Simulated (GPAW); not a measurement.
# The basis that the transmission of a Zr chain with an O atom bridging one bond needs, part 2 of 2

How well does a Zr chain with an O atom bridging one bond conduct at low bias, and how far do basis and functional move the answer?

GPAW 26.7.0; GPAW LCAO, PAW setups; Landauer transmission from Green's functions with principal layers (ASE), zero bias.

So far, transmission at the Fermi level (one spin): step 2 (GPAW, dzp, PBE, GPAW) 2.63; step 3 (basis szp(dzp), PBE, GPAW) 2.58; step 4 (basis sz(dzp), PBE, GPAW) 2.56; step 5 (RPBE) 2.61.

## Step 8: Broadening 1e-05, temperature 1000: eta = 1e-05 and temperature = 1000

The broadening keeps the Green's functions finite; too large a value absorbs electrons where channels are open and leaks them where none are. Temperature enters only through the Fermi window.

This step: GPAW LCAO, PAW setups; Landauer transmission from Green's functions with principal layers (ASE), zero bias (GPAW 26.7.0).

run.py

```python
import json
import numpy as np
from ase import Atoms
from ase.transport.calculators import TransportCalculator
from gpaw import GPAW, FermiDirac
from gpaw.lcao.tools import get_lcao_hamiltonian
from scipy.linalg import eigh

# The junction with lead layers at both ends, along the third cell vector
device = Atoms(
    ['Zr', 'Zr', 'Zr', 'Zr', 'Zr', 'Zr', 'O', 'Zr', 'Zr', 'Zr', 'Zr', 'Zr', 'Zr'],
    positions=[
        [4.50000, 4.50000, 1.30000],
        [4.50000, 4.50000, 3.90000],
        [4.50000, 4.50000, 6.50000],
        [4.50000, 4.50000, 9.10000],
        [4.50000, 4.50000, 11.70000],
        [4.50000, 4.50000, 14.30000],
        [5.49937, 4.50000, 15.70000],
        [4.50000, 4.50000, 17.10000],
        [4.50000, 4.50000, 19.70000],
        [4.50000, 4.50000, 22.30000],
        [4.50000, 4.50000, 24.90000],
        [4.50000, 4.50000, 27.50000],
        [4.50000, 4.50000, 30.10000]],
    cell=[[9.0, 0.0, 0.0], [0.0, 9.0, 0.0], [0.0, 0.0, 31.4]],
    pbc=True)

# One principal layer of the lead: the first 4 atoms of the device
lead = Atoms(
    ['Zr', 'Zr', 'Zr', 'Zr'],
    positions=[
        [4.50000, 4.50000, 1.30000],
        [4.50000, 4.50000, 3.90000],
        [4.50000, 4.50000, 6.50000],
        [4.50000, 4.50000, 9.10000]],
    cell=[[9.0, 0.0, 0.0], [0.0, 9.0, 0.0], [0.0, 0.0, 10.4]],
    pbc=True)

settings = dict(mode='lcao', basis='dzp', xc='PBE', h=0.18,
                occupations=FermiDirac(0.1), maxiter=250,
                mixer=dict(beta=0.1, nmaxold=8, weight=100.0),
                convergence=dict(density=0.0001))
energies = np.arange(-2, 2 + 1e-9, 0.05)
eta = 1e-05
n1, n2 = 1, 1
# k and -k transmit alike, so half of the mesh across the current serves
mesh = [(i, j) for i in range(n1) for j in range(n2) if (i, j) <= (-i % n1, -j % n2)]
weights = np.array([1 if (i, j) == (-i % n1, -j % n2) else 2 for i, j in mesh]) / (n1 * n2)

# [... helper functions left out ...]
fermi_lead = ground_state(lead, (1, 1, 11), 'lead.txt')
fermi_device = ground_state(device, (1, 1, 3), 'device.txt')
# [... loop over the mesh left out, but for ...]
        # Shift the lead onto the potential of the device's first layer
        shift = ((H[:, 0, 0] - H0[:, 0, 0]) / S0[0, 0]).real.mean()
# [...]
kT = 8.617333e-5 * 1000
bias = [0.1, 0.2, 0.5, 1.0, 1.5, 2.0]
# [... integrals and printing left out ...]
```

Command:

```sh
> OMP_NUM_THREADS=1 OPENBLAS_NUM_THREADS=1 python run.py
```

Log:

```text
basis functions: device 361, principal layer 116
Fermi level: lead -1.7895 eV, device -1.7794 eV; lead shifted by 0.0076 eV
largest coupling past the next layer 1.05e-05 eV, largest misfit of the first layer 0.035 eV
  E-E_F (eV)   T (one spin)  [channel counts left out]
    -2.000    6.5737e-01
    -1.950    7.7366e-01
    -1.900    8.6921e-01
    -1.850    9.3803e-01
    -1.800    9.7985e-01
    -1.750    9.9811e-01
    -1.700    9.9714e-01
    -1.650    9.7968e-01
    -1.600    9.4264e-01
    -1.550    8.9201e-01
    -1.500    9.3871e-01
    -1.450    9.5061e-01
    -1.400    9.5820e-01
    -1.350    9.6550e-01
    -1.300    9.7409e-01
    -1.250    9.8492e-01
[...]
1.650    2.1729e+00
     1.700    2.0441e+00
     1.750    1.8573e+00
     1.800    1.6154e+00
     1.850    1.3952e+00
     1.900    1.3396e+00
     1.950    1.0513e+00
     2.000    8.1737e-01
conductance at 1000 K: 2.9329 G0 a cell; thermopower -35.27 uV/K
current from the zero-bias T(E) at 0.1 V: 22.741 uA
current from the zero-bias T(E) at 0.2 V: 45.576 uA
current from the zero-bias T(E) at 0.5 V: 114.95 uA
current from the zero-bias T(E) at 1.0 V: 231.5 uA
current from the zero-bias T(E) at 1.5 V: 345.82 uA
current from the zero-bias T(E) at 2.0 V: 451.88 uA
```

The job ended after 3 min (1 thread of Arm Neoverse V2, shared host; peak memory 1.8 GiB).

Numbers from this step:

| Property | Result |
| --- | --- |
| conductance | 2.933 G₀ |
| largest coupling past the next principal layer | 1.05e-5 eV |
| largest misfit of the first principal layer | 0.03502 eV |
| shift that aligns the lead | 0.007630 eV |
| transmission at the Fermi level (one spin) | 2.636 |

One spin. The transmission, zone mean by energy, zero at the Fermi level:

| energy (eV) | transmission, zone mean |
| --- | --- |
| -2.00 | 0.657 |
| -1.85 | 0.938 |
| -1.70 | 0.997 |
| -1.60 | 0.943 |
| -1.45 | 0.951 |
| -1.30 | 0.974 |
| -1.15 | 1.02 |
| -1.05 | 1.07 |
| -0.90 | 1.34 |
| -0.75 | 1.46 |
| -0.60 | 1.59 |
| -0.50 | 1.70 |
| -0.35 | 1.88 |
| -0.20 | 2.11 |
| -0.05 | 2.45 |
| 0.00 | 2.64 |
| 0.05 | 3.39 |
| 0.20 | 3.97 |
| 0.35 | 4.18 |
| 0.50 | 4.31 |
| 0.60 | 4.38 |
| 0.70 | 4.41 |
| 0.75 | 4.40 |
| 0.90 | 4.26 |
| 1.05 | 3.93 |
| 1.15 | 2.60 |
| 1.30 | 2.68 |
| 1.45 | 2.51 |
| 1.60 | 2.27 |
| 1.70 | 2.04 |
| 1.85 | 1.40 |
| 2.00 | 0.817 |

Not self-consistent under bias; the bias window is split evenly. The current through one cell, from the zero-bias transmission by bias:

| bias (V) | current through one cell, from the zero-bias transmission (μA) |
| --- | --- |
| 0.100 | 22.7 |
| 0.200 | 45.6 |
| 0.500 | 115 |
| 1.000 | 232 |
| 1.500 | 346 |
| 2.000 | 452 |

Transmission of the three most open eigenchannels against energy, zero at the Fermi level:

| energy (eV) | channel 1 | channel 2 | channel 3 |
| --- | --- | --- | --- |
| -2.00 | 0.657 | 1.1e-9 | 0 |
| -1.90 | 0.869 | 1.1e-9 | 0 |
| -1.80 | 0.980 | 1.1e-9 | 0 |
| -1.70 | 0.997 | 1.1e-9 | 0 |
| -1.55 | 0.886 | 0.00545 | 1.6e-4 |
| -1.45 | 0.945 | 0.00453 | 0.00151 |
| -1.35 | 0.951 | 0.0141 | 2.3e-4 |
| -1.25 | 0.954 | 0.0306 | 5.8e-5 |
| -1.15 | 0.956 | 0.0585 | 0.00126 |
| -1.05 | 0.957 | 0.105 | 0.00475 |
| -0.90 | 0.966 | 0.237 | 0.123 |
| -0.80 | 0.970 | 0.294 | 0.121 |
| -0.70 | 0.975 | 0.342 | 0.136 |
| -0.60 | 0.982 | 0.384 | 0.155 |
| -0.50 | 0.988 | 0.425 | 0.174 |
| -0.40 | 0.993 | 0.466 | 0.192 |
| -0.25 | 0.998 | 0.537 | 0.278 |
| -0.15 | 0.999 | 0.598 | 0.387 |
| -0.05 | 1.000 | 0.690 | 0.535 |
| 0.00 | 1.000 | 0.775 | 0.639 |
| 0.05 | 0.998 | 0.988 | 0.927 |
| 0.15 | 0.999 | 0.988 | 0.969 |
| 0.25 | 0.999 | 0.997 | 0.992 |
| 0.40 | 0.999 | 0.998 | 0.993 |
| 0.50 | 0.998 | 0.997 | 0.993 |
| 0.60 | 0.996 | 0.990 | 0.989 |
| 0.70 | 0.991 | 0.981 | 0.976 |
| 0.80 | 0.982 | 0.976 | 0.947 |
| 0.90 | 0.972 | 0.966 | 0.910 |
| 1.05 | 0.945 | 0.926 | 0.850 |
| 1.15 | 0.894 | 0.684 | 0.586 |
| 1.25 | 0.936 | 0.694 | 0.651 |
| 1.35 | 0.950 | 0.713 | 0.593 |
| 1.45 | 0.959 | 0.661 | 0.541 |
| 1.55 | 0.964 | 0.566 | 0.506 |
| 1.70 | 0.972 | 0.441 | 0.380 |
| 1.80 | 0.980 | 0.382 | 0.128 |
| 1.90 | 0.927 | 0.413 | 8.4e-10 |
| 2.00 | 0.816 | 0.00121 | 7.9e-10 |

With these changes, and at 1000 K in place of 300 K, the conductance is 2.93 G₀ against 2.80 in the dzp run; T at the Fermi level, which temperature doesn't enter, is 2.64 against 2.63.

## Step 9: Another change of settings

A last run, with other settings again.

run.py, as its differences from that of step 8:

```diff
@@ -28,11 +28,8 @@
 
-# One principal layer of the lead: the first 4 atoms of the device
+# One principal layer of the lead: the first 1 atoms of the device
 lead = Atoms(
-    ['Zr', 'Zr', 'Zr', 'Zr'],
+    ['Zr'],
     positions=[
-        [4.50000, 4.50000, 1.30000],
-        [4.50000, 4.50000, 3.90000],
-        [4.50000, 4.50000, 6.50000],
-        [4.50000, 4.50000, 9.10000]],
-    cell=[[9.0, 0.0, 0.0], [0.0, 9.0, 0.0], [0.0, 0.0, 10.4]],
+        [4.50000, 4.50000, 1.30000]],
+    cell=[[9.0, 0.0, 0.0], [0.0, 9.0, 0.0], [0.0, 0.0, 2.6]],
     pbc=True)
@@ -40,3 +37,3 @@
 settings = dict(mode='lcao', basis='dzp', xc='PBE', h=0.18,
-                occupations=FermiDirac(0.1), maxiter=250,
+                occupations=FermiDirac(0.1), maxiter=50,
                 mixer=dict(beta=0.1, nmaxold=8, weight=100.0),
@@ -44,3 +41,3 @@
 energies = np.arange(-2, 2 + 1e-9, 0.05)
-eta = 1e-05
+eta = 0.0001
 n1, n2 = 1, 1
@@ -57,3 +54,3 @@
 # [...]
-kT = 8.617333e-5 * 1000
+kT = 8.617333e-5 * 300
 bias = [0.1, 0.2, 0.5, 1.0, 1.5, 2.0]
```

Log:

```text
LinAlgError: The leading minor of order 20 of B is not positive definite. The factorization of B could not be completed and no eigenvalues or eigenvectors were computed.
```

Elapsed: 2.4 min, on 1 thread; peak memory 1.7 GiB.

The run ended with an error.

The program's message: “LinAlgError: The leading minor of order 20 of B is not positive definite. The factorization of B could not be completed and no eigenvalues or eigenvectors were computed.”

The change that led to it: n_lead = 1 and period = 2.6.

## Step 10: Results

```json
{
  "conductance": "2.80 G₀",
  "transmission at the Fermi level, mean of the spins": "2.63"
}
```

**Reading.** In the dzp basis the junction conducts 2.80 G₀ at 300 K, with T = 2.63 a spin at the Fermi level; the sz basis reaches that conductance within 10 %. At the Fermi level the three most open eigenchannels pass 1.00, 0.77 and 0.64. Measured against the first run (dzp), the nearest curve is that of dzp-RPBE (r.m.s. 0.065) and the farthest that of sz (0.23). Over the compared runs wall time goes from 77 s (sz) to 175 s (dzp-RPBE), on a shared host. The geometry was built from estimated bond lengths and not relaxed, so the numbers describe this model structure. The run had no spin polarisation, so a magnetic state, which chains and small molecules with open shells often have, wasn't tested. An evenly spaced straight chain is an idealisation: free chains tend to dimerise, zigzag or, where a band edge lies near the Fermi level, turn magnetic. The currents use the zero-bias T(E) throughout, which holds only while the bias is small against the distance to the nearest feature. Within about eight thermal energies of the Fermi level ln T(E) bends sharply from one computed energy to the next, or the lead's channel count changes, so the thermal averages, above all the thermopower, rest on an interpolation that may be rough.

[Logs are printed without paths, hosts, clocks, repeated set-up lines and the standing remarks that a program may print on its own settings, such as how far it seeks lower states.]

[Hosts, paths, dates, database ids (printed as entryN), source tags and the programs' standing remarks are cut or masked in the printed files.]
